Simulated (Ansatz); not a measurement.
# CaO (Lime, Fm-3m): phonons and vibrational spectra, part 2 of 3

Task: relax CaO (Lime, Fm-3m), then find its harmonic phonons.

Ansatz 0.2.0; DFT PBE, scalar-relativistic, plane waves, PAW.

So far. Step 3 (Tight relaxation): The forces vanish by symmetry and the pressure is -0.008 GPa, within the tolerances set. The cell now holds 14.09 Å³/atom. The relaxed cell has a = 4.831 Å (conventional setting).

## 4. Linear response at the zone centre

The zone centre comes first: it holds the modes that light can see, as far as symmetry allows. The response to a homogeneous field gives the Born charges and the dielectric tensor.

input.yaml reads:

```yaml
crystal:
  lattice:
    - [0.0, 2.4154724062, 2.4154724062]
    - [2.4154724062, 0.0, 2.4154724062]
    - [2.4154724062, 2.4154724062, 0.0]
  atoms:
    - { symbol: Ca, position: [0.0, 0.0, 0.0] }
    - { symbol: O, position: [0.5, 0.5, 0.5] }
kpoints:
  mp_grid: { grid: [8, 8, 8] }
hamiltonian:
  xc: pbe
scf:
  occupations: { method: fixed }
output:
  eigenvalues: true
phonons:
  method: dfpt
  dielectric: true
  rigid_motions: translations
```

Command:

```sh
ansatz run input.yaml --threads 4 --pin off --max-ram 7168MiB --backend cpu --events-out ev --progress --plain --runs-dir out
```

Numbers of over 12 decimals in the logs are rounded to 6 here.

Output:

```text
[...]
Crystal: 2 atoms, lattice volume = 28.186 Å³
Basis set: ecut = 420 eV, 537 PW (Γ), exchange–correlation on 48×48×48 points (8 copies of the dense FFT grid, shifted against one another)
Bands: 12, of which v1, the nominal top of the filled ones, is band 8 counted from 1 (7 counted from 0)
Symmetry: 48 space group operations
k-points: 59 of 512 (irreducible under 8 space group operations, time reversal used)
[...]
SCF iter   1: F=—  HF=-2387.722774 eV  |F-HF|=—  |Δ(HF+E_count)|=         —  Δρ=1.13e-3  dr2=3.00e-4  ethr=1.77e-3  ⟨swp⟩=4.8  Hψ=4183  notcnv=0  defer=18
[...]
SCF iter  10: F=-2387.722746 eV  HF=-2387.722746 eV  |F-HF|=0.00e0  |Δ(HF+E_count)|=  1.75e-10  Δρ=2.48e-8  dr2=1.42e-13  ethr=1.00e-12  ⟨swp⟩=4.1  Hψ=3252  notcnv=0
SCF 1 converged in 10 iterations: F = -2387.722746 eV  dr2 = 1.42e-13
[...]
DFPT response loops at Γ: preconditioner auto → none (the input reference at scf.mixing.eps_inf says where Resta's filter doesn't serve); β = 0.50; Broyden in place of MSR1
── the response to a field inside a basis, on 8×8×8 k-points: an SCF that follows is theirs, and a resumed run solves both again ──
Bands: 9, of which v1, the nominal top of the filled ones, is band 8 counted from 1 (7 counted from 0)
k-points: 60 of 512 (irreducible under 12 space group operations)
[...]
Eigensolver: Dense (60 Hₖ)
SCF iter   1: F=—  HF=-2387.724259 eV  |F-HF|=—  |Δ(HF+E_count)|=         —  Δρ=5.15e-4  dr2=1.17e-5  ethr=1.00e-1
[...]
SCF iter   4: F=-2387.724271 eV  HF=-2387.724271 eV  |F-HF|=1.83e-8  |Δ(HF+E_count)|=   6.44e-8  Δρ=1.52e-5  dr2=1.85e-8  ethr=2.50e-8
SCF 1 converged in 4 iterations: F = -2387.724271 eV  dr2 = 1.85e-8
[...]
SCF converged after 10 iterations
Free energy (F): -2387.722746 eV
[...]
Internal energy: -2387.722746 eV  (E = F + TS)
E sigma→0 (E₀):  -2387.722746 eV
Fermi energy:    7.527118 eV
[...]
--- Band table (eV; the first three rows and the last of 59) ---
  k-point 0: bands = [... 4 lower, -7.9604, 7.5271, 7.5271, 7.5271, 12.1341, 13.7262, 13.7262, 13.7262]
  k-point 1: bands = [... 4 lower, -7.7563, 7.0003, 7.3245, 7.3245, 12.8138, 13.6840, 13.9838, 13.9838]
  k-point 2: bands = [... 4 lower, -7.3353, 6.0185, 6.8891, 6.8891, 13.7412, 14.2660, 14.6596, 14.6596]
  k-point 58: bands = [... 4 lower, -7.3679, 6.2735, 6.4734, 6.4734, 13.8014, 13.8014, 15.8117, 16.9648]
--- Phonons (Γ-DFPT): 2 representative perturbations + reference, on 59 of 512 k-points (Σ response iterations 7) ---
  k mesh reduced under 8 symmetry operations, with k and −k counted as one. Each operation leaves every solved perturbation unchanged. A smaller set is not considered because the run solves the response to a homogeneous field
  ASR residual: 3.217e-5 → 0.000e0 eV/Å²; symmetrization residual: 7.599e-7 eV/Å²
  ASR residual per site (eV/Å²): 1.33e-5 3.22e-5
  Γ frequencies (cm⁻¹): 0.00 0.00 0.00 255.28 255.28 255.28
  ε∞ (high-frequency dielectric tensor):
        3.786925     0.000000     0.000000
        0.000000     3.786925     0.000000
        0.000000     0.000000     3.786925
  ε⁰ (static dielectric tensor: ions relaxed, cell fixed):
       16.741837    -0.000000     0.000000
       -0.000000    16.741837     0.000000
        0.000000     0.000000    16.741837
  ε⁰ − ε∞ (ionic part):
       12.954912    -0.000000     0.000000
       -0.000000    12.954912     0.000000
        0.000000     0.000000    12.954912
  softest optical mode at Γ: 255.28 cm⁻¹; the repairs (sum rule, projections) moved no ω² at Γ by more than (0.79 cm⁻¹)²
  Born effective charges Z* (e; rows j = field, columns β = displacement):
    site 0:
         2.35155    0.00000   -0.00000
        -0.00000    2.35155   -0.00000
         0.00000    0.00000    2.35155
    site 1:
        -2.35155   -0.00000    0.00000
         0.00000   -2.35155    0.00000
        -0.00000   -0.00000   -2.35155
  Z* charge neutrality: 1.088e-3 e pre-enforcement
  solved inside a basis spanned on kpoints, on 8×8×8 k-points, its susceptibility summed on 12×12×12: ε∞ is read to err by 9.2e-3, Z* by 1.1e-2 e (field_mesh: kpoints solves on kpoints); Z* is corrected for what the basis lacks
  optical modes at Γ without the LO–TO term, one row a degenerate level:
      ω (cm⁻¹)  modes    IR ((D/Å)²/amu)
        255.28      3            33.4718
  optical modes at Γ + LO–TO along q̂ = [1.0000, 0.0000, 0.0000]:
      ω (cm⁻¹)  modes    IR ((D/Å)²/amu)
        255.28      2            22.3145
        536.76      1            11.1573
  optical modes at Γ + LO–TO along q̂ = [0.0000, 1.0000, 0.0000]:
      ω (cm⁻¹)  modes    IR ((D/Å)²/amu)
        255.28      2            22.3145
        536.76      1            11.1573
  optical modes at Γ + LO–TO along q̂ = [0.0000, 0.0000, 1.0000]:
      ω (cm⁻¹)  modes    IR ((D/Å)²/amu)
        255.28      2            22.3145
        536.76      1            11.1573
```

It took 6.9 s on 4 threads of Arm Neoverse V1, shared host; peak memory 0.39 GiB.

In the SCF lines HF is the Harris–Foulkes energy and dr2 the Hartree energy of the density residual, in eV; the loop may stop once dr2 is under the threshold and the program's other checks hold. Hψ counts applications of the Hamiltonian.

This step gave:

```
sum-rule residual before enforcement                    : 3.22e-5 eV/Å²
miss of the charge sum rule                             : 0.001088 e
estimated error of the dielectric tensor                : 0.009182
estimated error of the Born charges                     : 0.01124 e
point group                                             : m-3m
highest optical mode at the zone centre (no LO-TO term) : 255.3 cm⁻¹
lowest optical zone-centre mode                         : 255.3 cm⁻¹
mean high-frequency dielectric constant                 : 3.787
largest Born charge (third of the trace)                : 2.352 e
mean static dielectric constant                         : 16.74
top of the zone-centre spectrum with the field          : 536.8 cm⁻¹
```

Without the LO-TO term. Patterns of degenerate modes are one choice out of their space. Modes at Γ, with each element's share of the kinetic energy:

```tsv
mode	frequency (cm⁻¹)	symmetry	Ca %	O %
1	0.0	acoustic	71	29
2	0.0	acoustic	71	29
3	0.0	acoustic	71	29
4	255.3	T1u	29	71
5	255.3	T1u	29	71
6	255.3	T1u	29	71
```

Displacements in mode 5 (255.3 cm⁻¹), the largest set to 1:
```
Ca1  0.00  0.00 -0.40
O2   0.00  0.00  1.00
```

Optical modes at the zone centre, without and with the macroscopic field of the longitudinal modes; each column is sorted by frequency, so a row need not hold one and the same mode. Modes with and without the field, by row:

```tsv
rank among optical modes	no field (cm⁻¹)	q along (1, 0, 0) (cm⁻¹)
1	255.3	255.3
2	255.3	255.3
3	255.3	536.8
```

Born charge (rows field, columns displacement) (e), principal values of the symmetric part by kind of site:

```tsv
atom	atoms with these values	low	middle	high	mean
Ca1	1	2.35	2.35	2.35	2.35
O2	1	-2.35	-2.35	-2.35	-2.35
```

In full for O2:

```
-2.35  0.00  0.00
 0.00 -2.35  0.00
 0.00  0.00 -2.35
```

High-frequency dielectric tensor:

```
3.79 0.00 0.00
0.00 3.79 0.00
0.00 0.00 3.79
```

Static dielectric tensor (ions relaxed, fixed cell):

```
16.74  0.00  0.00
 0.00 16.74  0.00
 0.00  0.00 16.74
```

Transverse modes. Infrared lines, with heights relative to the strongest:

```tsv
position (cm⁻¹)	label	relative intensity
255	T1u	100
```

Before it was imposed, the acoustic sum rule was missed by 3.2e-5 eV/Å² and the charge sum rule by 0.0011 e. Small misses are needed for a sound result but don't prove that mesh and cutoff are converged. The lowest optical mode is real, 255 cm⁻¹.

## 5. The dispersion

Stability and thermal properties need the whole zone. Linear response on a 4×4×4 q mesh gives force constants as far as a supercell of that size would, and the tensors from the zone-centre run are typed in so that the long-range dipole term is interpolated apart.

input.yaml, the sections that differ from step 4:

```yaml
phonons:
  method: dfpt
  qmesh: [4, 4, 4]
  temperatures: { t_max: 1000, t_step: 50 }
  qpath:
    path:
      - [[0.0, 0.0, 0.0], [0.5, 0.0, 0.5], [0.625, 0.25, 0.625]]
      - [[0.375, 0.375, 0.75], [0.0, 0.0, 0.0], [0.5, 0.5, 0.5], [0.5, 0.25, 0.75], [0.5, 0.0, 0.5]]
    npoints: 10
  non_analytic_term:
    high_frequency_dielectric_tensor: [[3.7869, 0.0, 0.0], [0.0, 3.7869, 0.0], [0.0, 0.0, 3.7869]]
    born_effective_charges:
      - { species: Ca, tensor: [[2.3516, 0.0, 0.0], [0.0, 2.3516, 0.0], [0.0, 0.0, 2.3516]] }
      - { species: O, tensor: [[-2.3516, 0.0, 0.0], [0.0, -2.3516, 0.0], [0.0, 0.0, -2.3516]] }
    source: "zone-centre run at this cell"
# crystal, kpoints, hamiltonian, scf, output: as in step 4
```

Output:

```text
[...]
Crystal: 2 atoms, lattice volume = 28.186 Å³
Basis set: ecut = 420 eV, 537 PW (Γ), exchange–correlation on 48×48×48 points (8 copies of the dense FFT grid, shifted against one another)
Bands: 12, of which v1, the nominal top of the filled ones, is band 8 counted from 1 (7 counted from 0)
Symmetry: 48 space group operations
k-points: 29 of 512
[...]
SCF iter   1: F=—  HF=-2387.722827 eV  |F-HF|=—  |Δ(HF+E_count)|=         —  Δρ=1.15e-3  dr2=3.14e-4  ethr=1.77e-3  ⟨swp⟩=4.6  Hψ=2042  notcnv=0  defer=11
[...]
SCF iter  10: F=-2387.722746 eV  HF=-2387.722746 eV  |F-HF|=0.00e0  |Δ(HF+E_count)|=  2.06e-10  Δρ=1.68e-8  dr2=6.55e-14  ethr=1.00e-12  ⟨swp⟩=4.0  Hψ=1549  notcnv=0
SCF 1 converged in 10 iterations: F = -2387.722746 eV  dr2 = 6.55e-14
[...]
NSCF: frozen V_eff on 29 k-points
[...]
DFPT response loops at q = (0, 0, 0) (fractional): preconditioner auto → none (the input reference at scf.mixing.eps_inf says where Resta's filter doesn't serve); β = 0.50; Broyden in place of MSR1
[...]
SCF converged after 10 iterations
Free energy (F): -2387.722746 eV
[...]
Internal energy: -2387.722746 eV  (E = F + TS)
E sigma→0 (E₀):  -2387.722746 eV
Fermi energy:    7.527119 eV
[...]
--- Band table (eV; the first three rows and the last of 29) ---
  k-point 0: bands = [... 4 lower, -7.9604, 7.5271, 7.5271, 7.5271, 12.1341, 13.7262, 13.7262, 13.7262]
  k-point 1: bands = [... 4 lower, -7.7563, 7.0003, 7.3245, 7.3245, 12.8138, 13.6840, 13.9838, 13.9838]
  k-point 2: bands = [... 4 lower, -7.3353, 6.0185, 6.8891, 6.8891, 13.7412, 14.2660, 14.6596, 14.6596]
  k-point 28: bands = [... 4 lower, -7.3679, 6.2735, 6.4734, 6.4734, 13.8014, 13.8014, 15.8117, 16.9648]
--- Phonons (Γ-DFPT): 2 representative perturbations + reference (Σ response iterations 7) ---
  ASR residual: 2.238e-5 → 0.000e0 eV/Å²; symmetrization residual: 5.539e-7 eV/Å²
  ASR residual per site (eV/Å²): 8.61e-6 2.24e-5
  Γ frequencies (cm⁻¹): 0.00 0.00 0.00 255.28 255.28 255.28
--- Phonons (arbitrary-q DFPT): 8 irreducible q on the 4×4×4 mesh ---
  q = [0.0000, 0.0000, 0.0000] (star 1, of the zone-centre solve; hermiticity 4.04e-7, symmetrization 4.12e-13): -0.00 0.00 0.00 255.28 255.28 255.28
  q = [0.0000, 0.0000, 0.2500] (star 8, 2 solved perturbations on 288 of 512 k-point pairs; hermiticity 3.65e-7, symmetrization 4.10e-14): 122.39 122.39 225.75 274.33 274.33 513.81
[...]
q = [0.0000, 0.2500, 0.2500] (star 6, 4 solved perturbations in 528 linear systems a pass and spin channel, the states on 164 of 512 k-point pairs; hermiticity 1.04e-7, symmetrization 3.62e-14): 143.46 143.46 220.85 272.14 272.14 473.13
[...]
sum rule: each row above includes the acoustic sum rule's correction from the zone centre's row sums; it moved no ω² by more than (0.62 cm⁻¹)²
  mesh force constants: q→R imaginary residual 1.47e-18; ASR residual 2.238e-5 → 0.000e0 eV/Å²; symmetrization residual 5.329e-15 eV/Å²
  interpolated dispersion: 63 rows × 6 modes
  density of states and harmonic sums: on the 24×24×24 q-mesh, interpolated from the force constants of a 4×4×4 supercell (with the dipole–dipole term of supplied tensors)
  largest difference from the sums on the solved wave vectors: F 8.97e-3 eV, S 1.30e-5 and C_V 3.97e-6 eV/K
  zero-point energy: 0.103291 eV/cell   skipped modes (ω ≤ 0): 3   left out of the sums: 3.62e-5 of the cell's modes: C_V's classical limit lies that fraction below 3 k_B per atom; for a crystal, a wire or a layer, F and S can be off by more, and a phonons.interpolated_qmesh denser along its periods is the remedy for the sampling
```

The job ended after 35 s (4 threads; peak memory 0.71 GiB; 2.2 min of CPU time).

Numbers from this step:

```
sum-rule residual before enforcement                    : 2.24e-5 eV/Å²
lowest frequency on the path                            : 0 cm⁻¹
highest frequency on the path or at a solved wavevector : 536.8 cm⁻¹
mean frequency                                          : 277.7 cm⁻¹
Debye temperature (second moment)                       : 544 K
logarithmic mean frequency                              : 261.4 cm⁻¹
lowest mode on the q mesh (acoustic modes at Γ apart)   : 122.4 cm⁻¹
zero-point energy per atom                              : 51.65 meV
heat capacity at 300 K                                  : 21.35 J/(mol atoms K)
vibrational entropy at 300 K                            : 21.23 J/(mol atoms K)
```

Frequencies (cm⁻¹) solved at each irreducible wavevector; negative means imaginary. Frequencies by wavevector, by row:

```tsv
q in reciprocal lattice units	star	mode 1	mode 2	mode 3	mode 4	mode 5	mode 6
0 0 0	1	0	0	0	255.3	255.3	255.3
0 0 0.25	8	122.4	122.4	225.8	274.3	274.3	513.8
0 0 -0.5	4	168	168	291.6	291.6	362.3	459.6
0 0.25 0.25	6	143.5	143.5	220.8	272.1	272.1	473.1
0 0.25 -0.5	24	184.4	214.4	287.1	292.8	320.2	416.8
0 0.25 -0.25	12	163.9	214.6	284.2	292.2	302.7	453
0 -0.5 -0.5	3	197.5	197.5	277.7	283.4	283.4	382.8
0.25 -0.5 -0.25	6	229.8	252.2	252.2	334.2	334.2	344.9
```

Interpolated from a 4×4×4 q mesh, with the LO-TO term (at Γ the limit along the path; where Γ stands inside the path, tables give the limit on arrival). Phonon branches along the path, in cm⁻¹:

```tsv
point	branch 1	branch 2	branch 3	branch 4	branch 5	branch 6
Γ	0	0	0	255	255	537
halfway	144	144	221	272	272	473
X	198	198	278	283	283	383
halfway	197	219	274	285	310	376
U	194	262	264	289	357	362
jump to K	194	262	264	289	357	362
halfway	137	170	244	281	285	490
Γ	0	0	0	255	255	537
halfway	122	122	226	274	274	514
L	168	168	292	292	362	460
halfway	185	214	296	303	332	422
W	230	252	252	334	334	345
halfway	214	219	271	299	316	370
X	198	198	278	283	283	383
```

The phonon branches as a text plot (rows in cm⁻¹):

```
    526 |****                     **********
    503 |    **                  *          **
    481 |      *                *             **
    459 |                      *                ****
    436 |       *            **                     **
    414 |        *          *                         **
    391 |         *****    *                            *      **
    369 |              ****                      **          **
    347 |                ***                    *  ***   ****
    324 |               *   *                  *      ********
    302 |              *   *****              * *********   ***
    280 |    *************** *******        ****        *    ****
    257 |****    *       ***      ********** *           ****
    235 |       *       *   *   *           *          ** ****
    212 |      *       *     **  *                    * **  ****
    190 |    **   ***********  *           *        ****       **
    168 |       **           ** * **           ******
    145 |   *  *               ***        *  **
    123 |    **                  *  *       *
    101 |  **                     **     * *
     78 |  *                        *     *
     56 | *                         **  **
     34 | *                          *  *
     11 |*                            **
         Γ           X  U|K            Γ         L        W     X
```

Tetrahedra on a 24×24×24 mesh, mean over bins of 5 cm-1. Interpolated from a 4×4×4 q mesh. Table of phonon density of states by wavenumber; read off at these points:

```tsv
wavenumber (cm⁻¹)	phonon density of states (1/cm⁻¹/cell)
2	0
18	4.0e-5
32	1.9e-4
48	4.4e-4
62	8.0e-4
72	0.00114
88	0.00185
102	0.00285
118	0.00432
132	0.00652
148	0.00998
162	0.0166
178	0.0252
192	0.0267
198	0.0273
202	0.0206
218	0.0144
232	0.0117
248	0.00998
262	0.0144
278	0.0473
292	0.0877
308	0.0165
322	0.0145
338	0.0111
348	0.00437
362	0.00266
378	0.00645
392	0.00641
408	0.00671
422	0.00717
438	0.00761
452	0.008
468	0.00638
478	0.00549
492	0.00455
508	0.00369
522	0.00267
538	1.4e-4
```

The partial phonon density of states has structure finer than the step of the table below, so its rows give means over 25 cm⁻¹, whole bins alone (the curve runs from -10 to 562 cm⁻¹). Peaks (cm⁻¹: height): Ca 187.8: 0.0255, 274.2: 0.0224; O 292.2: 0.0606.

Phonopy on the run's constants, 21x21x21 mesh, Gaussian sigma 4.1 cm-1. Interpolated from a 4×4×4 q mesh. Partial phonon density of states against wavenumber; means over each step; values in 1/cm⁻¹/cell:

```tsv
wavenumber (cm⁻¹)	Ca	O
25	8.7e-5	3.2e-5
50	3.7e-4	1.3e-4
75	9.9e-4	3.2e-4
100	0.00212	5.6e-4
125	0.00465	9.1e-4
150	0.0101	0.00118
175	0.0224	0.00120
200	0.0214	0.00102
225	0.0124	6.5e-4
250	0.00859	0.00212
275	0.0173	0.0257
300	0.00838	0.0375
325	0.00387	0.0113
350	0.00221	0.00323
375	4.0e-4	0.00505
400	4.5e-4	0.00613
425	6.3e-4	0.00658
450	9.2e-4	0.00681
475	0.00109	0.00468
500	0.00100	0.00313
525	6.1e-4	0.00165
```

Second derivatives of the energy by pair, one row for each kind of neighbour of each atom listed. Each entry sums the pair over the periodic images of the supercell that the q mesh stands for, and in a polar crystal it holds the long-range dipole part too. Force constants by pair, by row:

```tsv
atom	neighbour	distance (Å)	third of the trace (eV/Å²)	along the pair's line (eV/Å²)
Ca1	itself	0	8.371	–
Ca1	O	2.415	-0.8866	-0.5094
Ca1	Ca	3.416	-0.2147	-1.893
Ca1	O	4.184	0.0015	0.496
Ca1	Ca	4.831	-0.1713	-0.6605
Ca1	O	5.401	0.0543	0.3366
Ca1	Ca	5.917	-0.0388	-0.2248
Ca1	Ca	6.832	-0.0333	-0.2492
Ca1	O	7.246	0.0724	0.1614
O2	itself	0	6.691	–
O2	Ca	2.415	-0.8866	-0.5094
O2	O	3.416	-0.0685	-1.029
O2	Ca	4.184	0.0015	0.496
O2	O	4.831	-0.1978	-0.7311
O2	Ca	5.401	0.0543	0.3366
O2	O	5.917	-0.0293	-0.1883
O2	O	6.832	-0.0643	-0.2925
O2	Ca	7.246	0.0378	0.1375
```

Harmonic thermodynamic functions per atom, from the density of states. Interpolated from a 4×4×4 q mesh. Thermodynamic functions, by row:

```tsv
T (K)	F_vib (meV/atom)	S (J/mol-atom/K)	C_V (J/mol-atom/K)
0	51.65	0	0
50	51.59	0.519	1.774
100	50.58	3.807	8.752
200	41.76	13.2	17.94
300	23.76	21.23	21.35
400	-1.67	27.59	22.8
500	-33.03	32.77	23.54
600	-69.3	37.1	23.95
700	-109.7	40.81	24.21
800	-153.7	44.06	24.38
900	-200.9	46.94	24.49
1000	-250.9	49.52	24.58
```

Harmonic mean-square displacement, third of the trace. Interpolated from a 4×4×4 q mesh. Mean square displacements, by row:

```tsv
T (K)	Ca1 U_eq (Å²)	O2 U_eq (Å²)
0	0.00208	0.00346
100	0.00253	0.00374
300	0.00532	0.0063
600	0.01016	0.01139
```

Symmetry leaves 8 wavevectors to solve. The lowest mode among them, the acoustic zeros apart, lies at q = (0, 0, 0.25) and is real, 122 cm⁻¹.

(Part 2 of 3 ends here.)

[Logs are printed without paths, hosts, clocks, repeated set-up lines and the standing remarks that a program may print on its own settings, such as how far it seeks lower states.]

[Hosts, paths, dates, database ids (printed as entryN), source tags and the programs' standing remarks are cut or masked in the printed files.]
